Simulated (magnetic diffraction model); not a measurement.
# Which magnetic order? TmSn3C4O12

Space group R32 (no. 155), a = 10.1810 Å, c = 7.9380 Å.

| site | atom | x | y | z |
| --- | --- | --- | --- | --- |
| 3b | Tm | 0 | 0 | 1/2 |
| 9e | Sn | 0.5579 | 0 | 1/2 |
| 9d | O | 0.2601 | 1/3 | 1/3 |
| 9d | O | 0.5181 | 1/3 | 1/3 |
| 18f | O | 0.7860 | 0.8190 | 0.7058 |
| 3a | C | 0 | 0 | 0 |
| 9d | C | 0.1066 | 1/3 | 1/3 |

The compound is invented for this exercise: a known structure type with other elements, its cell scaled to their sizes and not relaxed.

Only Tm is taken to order (form factors of Tm3+); orders and moment sizes are assumed, and not adapted to the symmetry. Radiation: neutrons of λ = 2.567 Å, 8° to 70°; isotropic B of 0.49 Å² (Tm), 0.52 Å² (Sn), 0.74 Å² (O) and 0.77 Å² (C). The intensities are simulated: I ∝ L Σ (|F_N|² + |F_M⊥|²) for unpolarised neutrons, with F_M = 2.695 fm/μB × Σ f(s) S exp(2πi Q·r) exp(−B s²) at Q = H ± k (one set where k and −k are equivalent), only the part normal to Q counting and L = 1/(sin²θ cos θ). For collinear order S is the moment m, which repeats by lattice and centring translations R with the sign exp(−2πi k·R). Form factors are spin-only for 3d ions and dipole or tabulated for f ions, scattering lengths are Sears's of 1992, and absorption is left out. A label names one of the reflections at its angle. The strongest nuclear line in the range is 100, and lines under 0.2 are left out.

Above the ordering temperature:

```
2θ (°)    index      I
 25.13  (1 0 1)    2.1
 29.21  (1 1 0)    2.0
 38.91  (0 2 1)    2.2
 41.54  (0 1 2)    0.6
 49.38  (2 1 1)   25.9
 51.59  (2 0 2)  100.0
 51.79  (3 0 0)    2.3
 58.03  (0 0 3)   28.3
 60.38  (1 2 2)   26.8
 60.57  (2 2 0)    8.8
 66.28  (1 1 3)    6.8
 66.62  (1 3 1)   17.7
```

Below it (cell unchanged):

```
2θ (°)      I
 12.49    6.8
 24.11    6.8
 25.13    2.1
 29.21    2.0
 31.73    1.0
 31.88    4.2
 38.09    1.4
 38.22    3.0
 38.91    2.2
 41.54    0.6
 43.78    1.1
 48.71    2.5
 48.82    1.8
 49.38   25.9
 51.59  100.0
 51.79    2.3
 53.20    0.3
 53.40    1.1
 53.49    1.5
 57.62    0.4
 57.91    1.3
 58.03   28.3
 60.38   26.8
 60.57    8.8
 61.84    0.5
 62.02    1.8
 62.11    1.7
 65.90    0.2
 66.28    6.8
 66.62   17.7
 69.83    0.5
```

**Question.** Check that the new lines index with k = (1/2 0 1/2), then choose among these models:
A. collinear moments along [001], 3.9 μB on Tm
B. collinear moments along [101], 3.9 μB on Tm
C. collinear moments along [120], 3.9 μB on Tm

The new lines index as (1/2 0 1/2) at 12.49°, (1/2 1 -1/2) at 24.11°, (1/2 -1 3/2) at 31.73° and (3/2 -2 1/2) at 31.88°, that is as H ± k with k = (1/2 0 1/2), one of 3 inequivalent arms of its star (k and −k counted as one), which a powder can't tell apart. Half indices mean that the moments reverse under translations with k·R a half-integer, and the magnetic cell has twice the primitive volume.

Magnetic intensity, observed (below minus above) and for each model:

| 2θ (°) | index | observed | A | B | C |
| --- | --- | --- | --- | --- | --- |
| 12.49 | (1/2 0 1/2) | 6.8 | 6.8 | 2.5 | 13.5 |
| 24.11 | (1/2 1 -1/2) | 6.8 | 6.8 | 7.1 | 4.9 |
| 31.73 | (1/2 -1 3/2) | 1.0 | 1.0 | 3.1 | 3.9 |
| 31.88 | (3/2 -2 1/2) | 4.2 | 4.2 | 3.4 | 1.6 |
| 38.09 | (3/2 0 3/2) | 1.4 | 1.4 | 1.8 | 2.8 |
| 38.22 | (3/2 1 1/2) | 3.0 | 3.0 | 1.3 | 2.2 |
| 48.82 | (1/2 -3 1/2) | 1.8 | 1.8 | 1.6 | 0.7 |
| 53.20 | (1/2 1 5/2) | 0.3 | 0.3 | 0.6 | 1.4 |

Model A matches.

The structure used: k = (1/2 0 1/2), collinear moments along [001], 3.9 μB on Tm.

[Logs are printed without paths, hosts, clocks, repeated set-up lines and the standing remarks that a program may print on its own settings, such as how far it seeks lower states.]
